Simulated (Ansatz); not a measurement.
# Sn wire along [110], 15 atoms a period, H-terminated: bands by functional, part 2 of 2

What gap, if any, does the Sn wire along [110], 15 atoms a period, H-terminated have, and how does it change with the functional?

Ansatz 0.2.0; DFT PBE, plane waves, PAW; relaxation of a wire's period; PAW set soft_1 (the session's first sound run).

So far. Step 2 (Relaxation of atoms and period): The cell's length comes to 4.714 Å with spin left out.

## Step 3: Bands of the perfect wire

This step: DFT PBE, plane waves, PAW; bands of a perfect wire; PAW set soft_1 (Ansatz 0.2.0).

At the relaxed period the bands are computed along the axis; those that cross an energy going forward count the channels that a perfect wire would open there.

Input file input.yaml:

```yaml
crystal:
  lattice:
    - [18.796, 0.0, 0.0]
    - [0.0, 19.062, 0.0]
    - [0.0, 0.0, 4.7142639184]
  atoms:
    - { symbol: Sn, position: [0.413184752, 0.621730748, 0.0] }
    - { symbol: H, position: [0.446095741, 0.817389263, 0.0] }
    - { symbol: Sn, position: [0.500687023, 0.743548596, 0.0] }
    - { symbol: Sn, position: [0.50233458, 0.5, 0.0] }
    - { symbol: Sn, position: [0.76129659, 0.631927045, 0.0] }
    - { symbol: H, position: [0.806775069, 0.711247234, 0.0] }
    - { symbol: H, position: [0.825465267, 0.56649306, 0.0] }
    - { symbol: H, position: [0.182573725, 0.5, 0.204981327] }
    - { symbol: Sn, position: [0.23739625, 0.5, 0.5] }
    - { symbol: H, position: [0.274637602, 0.304685902, 0.5] }
    - { symbol: H, position: [0.274637602, 0.695314098, 0.5] }
    - { symbol: Sn, position: [0.326849186, 0.380260752, 0.5] }
    - { symbol: Sn, position: [0.326849186, 0.619739248, 0.5] }
    - { symbol: Sn, position: [0.58556739, 0.256411091, 0.5] }
    - { symbol: Sn, position: [0.58556739, 0.743588909, 0.5] }
    - { symbol: Sn, position: [0.590448051, 0.5, 0.5] }
    - { symbol: H, position: [0.639067998, 0.181732531, 0.5] }
    - { symbol: H, position: [0.639067998, 0.818267469, 0.5] }
    - { symbol: Sn, position: [0.676410476, 0.37597681, 0.5] }
    - { symbol: Sn, position: [0.676410476, 0.62402319, 0.5] }
    - { symbol: H, position: [0.182573725, 0.5, 0.795018673] }
    - { symbol: Sn, position: [0.413184752, 0.378269252, 0.0] }
    - { symbol: H, position: [0.446095741, 0.182610737, 0.0] }
    - { symbol: Sn, position: [0.500687023, 0.256451404, 0.0] }
    - { symbol: Sn, position: [0.76129659, 0.368072955, 0.0] }
    - { symbol: H, position: [0.806775069, 0.288752766, 0.0] }
    - { symbol: H, position: [0.825465267, 0.43350694, 0.0] }
kpoints:
  mp_grid: { grid: [1, 1, 17] }
  band_path: { path: ["Γ", Z], npoints: 90 }
scf:
  occupations: { method: fermi_dirac, width: 0.05 }
hamiltonian:
  xc: pbe
  pseudopotentials: { kind: paw, azcp: { folder: soft_1 } }
output:
  dos: { e_range: [-5, 4] }
  write_potential: true
  write_density: true
  volumetric_format: npy
```

Run with:

```
> ansatz run input.yaml --threads 4 --pin off --max-ram 16384MiB --backend cpu --events-out ev --progress --plain --runs-dir out
```

Numbers of over 12 decimals in the logs are rounded to 6 here.

What it wrote:

```text
[...]
Crystal: 27 atoms, lattice volume = 1689.071 Å³
Basis set: ecut = 420 eV, 32987 PW (Γ)
Bands: 138, of which v1, the nominal top of the filled ones, is band 111 counted from 1 (110 counted from 0)
Symmetry: 4 space group operations
[...]
k-points: 9 of 17
[...]
SCF iter   1: F=—  HF=-90553.029964 eV  |F-HF|=—  |Δ(HF+E_count)|=         —  Δρ=2.66e-2  dr2=1.26e1  ethr=3.10e-3  ⟨swp⟩=6.9  Hψ=5696  notcnv=0  defer=55
[...]
SCF iter  12: F=-90549.534903 eV  HF=-90549.534903 eV  |F-HF|=1.83e-8  |Δ(HF+E_count)|=   3.20e-7  Δρ=7.70e-7  dr2=2.34e-8  ethr=4.50e-11  ⟨swp⟩=14.7  Hψ=5536  notcnv=0
SCF 1 converged in 12 iterations: F = -90549.534903 eV  dr2 = 2.34e-8
[...]
NSCF: frozen V_eff on 91 k-points
WARN: The output density's exchange-correlation potential varies sharply where the density is thin. Do not read a vacuum level from v_tot or v_xc, or from such a field of the output density. On a cell that repeats whose density bears no net charge and no dipole along the vacuum's axis use v_es (v_loc + v_h of the components); under efield.dipole_correction with no amplitude use v_es + v_field, which holds any externa [...]
SCF converged after 12 iterations
Free energy (F): -90549.534903 eV
[...]
Internal energy: -90549.534892 eV  (E = F + TS)
E sigma→0 (E₀):  -90549.534898 eV
Entropy (-TS):   -0.000012 eV (-0.000 meV/atom)
Fermi energy:    -0.581723 eV
[...]
--- Band table (eV; the first three rows and the last of 9) ---
  k-point 0: bands = [... 107 lower, -1.7195, -1.6904, -1.2684, -1.0457, -0.1172, 0.1004, 0.1204, 0.3101, ... 23 higher]
  k-point 1: bands = [... 107 lower, -1.7524, -1.6404, -1.4589, -1.3173, 0.1488, 0.3013, 0.3213, 0.5434, ... 23 higher]
  k-point 2: bands = [... 107 lower, -1.8489, -1.7395, -1.7081, -1.5897, 0.5324, 0.7213, 0.7323, 0.9526, ... 23 higher]
  k-point 8: bands = [... 107 lower, -2.3973, -2.2752, -2.1953, -2.1408, 0.6250, 0.6689, 1.1125, 1.1775, ... 23 higher]
```

Run time: 9.6 min. Hardware: 4 threads of Arm Neoverse V1, shared host; peak memory 12 GiB.

Reading the cycles: dr2 is the Hartree energy of the density residual (eV), the measure of convergence; HF is the Harris–Foulkes estimate of the energy, which meets the free energy F at convergence.

Numbers from this step:

```
band gap : 0.9285 eV
```

The electronic bands at the labelled points (eV, zero at the Fermi level; v1 is the highest filled band, c1 the lowest empty one):

```
  point     v4     v3     v2     v1    c1    c2    c3    c4
      Γ  -1.14  -1.11  -0.69  -0.46  0.46  0.68  0.70  0.89
halfway  -1.53  -1.43  -1.30  -1.21  1.36  1.54  1.84  1.89
      Z  -1.83  -1.70  -1.59  -1.58  1.22  1.23  1.69  1.80
```

The gap is 0.929 eV, with spin left out.

The path shows a direct gap of 0.93 eV (valence top at Γ, conduction bottom at Γ).

## Step 4: Levels at the same atoms, cutoff 500 eV, k-mesh 1×1×13

This step: DFT r2SCAN, plane waves, PAW; bands of a perfect wire at the PBE geometry; PAW set soft_1 (Ansatz 0.2.0).

The atoms stay at the PBE geometry and the functional changes. r2SCAN also reads the kinetic-energy density; it often gives larger moments and wider gaps than PBE, at a higher cost. Against the first PBE run of this kind, the cutoff is 500 eV against 420 and the mesh along the wire has 13 points against 17.

input.yaml, as its differences from that of step 3:

```diff
@@ -34,3 +34,3 @@
 kpoints:
-  mp_grid: { grid: [1, 1, 17] }
+  mp_grid: { grid: [1, 1, 13] }
   band_path: { path: ["Γ", Z], npoints: 90 }
@@ -39,8 +39,3 @@
 hamiltonian:
-  xc: pbe
+  xc: r2scan
   pseudopotentials: { kind: paw, azcp: { folder: soft_1 } }
-output:
-  dos: { e_range: [-5, 4] }
-  write_potential: true
-  write_density: true
-  volumetric_format: npy
```

What it wrote:

```text
[...]
Crystal: 27 atoms, lattice volume = 1689.071 Å³
Basis set: ecut = 500 eV, 42925 PW (Γ), exchange–correlation on 576×576×144 points (64 copies of the dense FFT grid, shifted against one another)
Bands: 138, of which v1, the nominal top of the filled ones, is band 111 counted from 1 (110 counted from 0)
Symmetry: 4 space group operations
[...]
k-points: 7 of 13
[...]
--- Band table (eV; the first three rows and the last of 7) ---
  k-point 0: bands = [... 107 lower, -1.9146, -1.8842, -1.4381, -1.2008, 0.0197, 0.1886, 0.2103, 0.4134, ... 23 higher]
  k-point 1: bands = [... 107 lower, -1.9664, -1.7938, -1.7324, -1.5971, 0.4006, 0.5162, 0.5433, 0.7909, ... 23 higher]
  k-point 2: bands = [... 107 lower, -2.1153, -2.1005, -1.9609, -1.7955, 0.8359, 1.0937, 1.0975, 1.2237, ... 23 higher]
  k-point 6: bands = [... 107 lower, -2.6127, -2.4951, -2.4227, -2.3492, 0.7398, 0.7991, 1.1792, 1.2560, ... 23 higher]
[key lines of the parts left out:]
SCF converged after 12 iterations
Free energy (F): -90766.375961 eV
Fermi energy:    -0.591721 eV
```

Elapsed: 14 min, on 4 threads; peak memory 12 GiB; 55 min of CPU time.

This step gave:

- band gap: 1.221 eV

The gap is 1.22 eV, against 0.929 eV under PBE at the relaxed period.

## Step 5: Another level of theory, level HSE06, cutoff 420 eV

This step: DFT HSE06, plane waves, PAW; levels of a perfect wire at the PBE geometry; PAW set soft_1 (Ansatz 0.2.0).

The atoms stay at the PBE geometry and the functional changes. HSE06 mixes in a quarter of short-range exact exchange, which removes part of the self-interaction that closes gaps; it is dear, so the mesh is thinner and no path is run. Against the first PBE run of this kind, the mesh along the wire has 7 points against 17.

input.yaml, as its differences from that of step 4:

```diff
@@ -34,4 +34,3 @@
 kpoints:
-  mp_grid: { grid: [1, 1, 13] }
-  band_path: { path: ["Γ", Z], npoints: 90 }
+  mp_grid: { grid: [1, 1, 7] }
 scf:
@@ -39,3 +38,3 @@
 hamiltonian:
-  xc: r2scan
+  xc: hse06
   pseudopotentials: { kind: paw, azcp: { folder: soft_1 } }
```

What it wrote:

```text
[...]
exact exchange (on PAW files that of the plane waves, all of it where the separable form is declined too) is computed from pair densities and not by density-matrix convolution, because memory is short: the convolution, which is usually faster, keeps the exchange operator as a matrix at each irreducible k-point or, where blocks serve (scf.exx.build), one block of their elements at a time (for builds on a GPU, the tabl [...]
Crystal: 27 atoms, lattice volume = 1689.071 Å³
[...]
Fermi energy:    -0.597570 eV
[...]
--- Band table (eV) ---
  k-point 0: bands = [... 107 lower, -2.0925, -2.0580, -1.6024, -1.3525, 0.1594]
  k-point 1: bands = [... 107 lower, -2.2801, -2.2372, -2.1319, -1.9662, 0.9602]
  k-point 2: bands = [... 107 lower, -2.5830, -2.4826, -2.3336, -2.2862, 1.0467]
  k-point 3: bands = [... 107 lower, -2.7660, -2.6822, -2.6390, -2.5131, 0.9021]
  guard bands above this table: 26 of the run's 138 bands. The solve was not asked for them (output.publish_guard_bands: true or output.eigenvalues: true publishes all)
[key lines of the parts left out:]
Free energy (F): -90612.143541 eV
```

The job ended after 21 min (4 threads; peak memory 5.8 GiB; 83 min of CPU time).

Numbers from this step:

```yaml
band_gap: 1.512 eV
```

The gap is 1.51 eV, against 0.929 eV under PBE at the relaxed period.

## Step 6: With spin-orbit coupling, k-mesh 1×1×11

This step: DFT PBE, plane waves, fully relativistic PAW; bands of a perfect wire with spin-orbit coupling; PAW set soft_1 (Ansatz 0.2.0).

Spin-orbit coupling mixes the spins and splits bands that cross or touch without it, so it can open or close channels. Fully relativistic datasets take the place of the scalar ones. Against the first PBE run of this kind, the mesh along the wire has 11 points against 17.

input.yaml, as its differences from that of step 5:

```diff
@@ -34,3 +34,4 @@
 kpoints:
-  mp_grid: { grid: [1, 1, 7] }
+  mp_grid: { grid: [1, 1, 11] }
+  band_path: { path: ["Γ", Z], npoints: 90 }
 scf:
@@ -38,3 +39,6 @@
 hamiltonian:
-  xc: hse06
-  pseudopotentials: { kind: paw, azcp: { folder: soft_1 } }
+  xc: pbe
+  pseudopotentials: { kind: paw_fr, azcp: { folder: soft_1 } }
+magnetization:
+  noncollinear: true
+  spin_orbit: true
```

What it wrote:

```text
[...]
non-collinear run that drives no moment, with spin-orbit: no starting moment large enough to seed its density (crystal.atoms[].spin), no starting occupations that ask for one, no magnetisation constraint and no magnetic field, so the semilocal B_xc is pinned to zero
Crystal: 27 atoms, lattice volume = 1689.071 Å³
Basis set: ecut = 420 eV, 32987 PW (Γ)
[...]
k-point 0: bands = [... 218 lower, -1.2362, -1.2362, -1.0060, -1.0060, -0.1076, -0.1076, 0.1011, 0.1011, ... 50 higher]
  k-point 1: bands = [... 218 lower, -1.5736, -1.5295, -1.4732, -1.4722, 0.3778, 0.3799, 0.5150, 0.5224, ... 50 higher]
  k-point 2: bands = [... 218 lower, -1.8518, -1.7493, -1.5965, -1.5903, 0.7589, 0.7631, 1.0221, 1.0270, ... 50 higher]
  k-point 5: bands = [... 218 lower, -2.1630, -2.1332, -2.0799, -2.0634, 0.6173, 0.6222, 0.6816, 0.6909, ... 50 higher]
[key lines of the parts left out:]
SCF converged after 12 iterations
Magnetization: |M| = 0.0000 μB,  M = (+0.0000, +0.0000, +0.0000) μB
Free energy (F): -90581.773137 eV
Fermi energy:    -0.557204 eV
```

Wall time 2.1 h (4 threads); peak memory 13 GiB; 8.3 h of CPU time.

This step gave:

| Quantity | Value |
| --- | --- |
| band gap | 0.8984 eV |

Electronic bands along the path, in eV, zero at the Fermi level; v1 is the highest filled band, c1 the lowest empty one:

```
  point     v4     v3     v2     v1    c1    c2    c3    c4
      Γ  -0.68  -0.68  -0.45  -0.45  0.45  0.45  0.66  0.66
halfway  -1.40  -1.31  -1.16  -1.16  1.32  1.34  1.50  1.52
      Z  -1.58  -1.58  -1.55  -1.55  1.19  1.19  1.21  1.21
```

The gap is 0.898 eV, against 0.929 eV under PBE at the relaxed period, with no moment.

## Step 7: The ladder

Times are for 4 threads of Arm Neoverse V1, shared host. The runs compared:

```
no.     run  band gap (eV)     time  memory (GiB)
  1    lead         0.9285  9.6 min            12
  2  levels          1.221   14 min            12
  3  levels          1.512   21 min           5.8
  4     SOC         0.8984    2.1 h            13
```

## Step 8: Outcome

| Property | Result |
| --- | --- |
| cell length, PBE | 4.714 Å |
| gap, PBE | 0.929 eV |
| gap, r2SCAN | 1.22 eV |
| gap, HSE06 | 1.51 eV |
| gap, with spin-orbit coupling | 0.898 eV |

**Reading.** Under PBE the cell's length is 4.71 Å, and a gap of 0.93 eV makes it a semiconductor. At the relaxed period the wire is gapped under every functional, from 0.93 eV (PBE) to 1.51 eV (HSE06). Weak screening in one dimension makes quasiparticle gaps larger than the semilocal gaps, as a rule. Spin-orbit coupling changes the gap from 0.93 to 0.90 eV. A hybrid's gap is read on a coarse mesh, without a band path.

[Logs are printed without paths, hosts, clocks, repeated set-up lines and the standing remarks that a program may print on its own settings, such as how far it seeks lower states.]

[Hosts, paths, dates, database ids (printed as entryN), source tags and the programs' standing remarks are cut or masked in the printed files.]
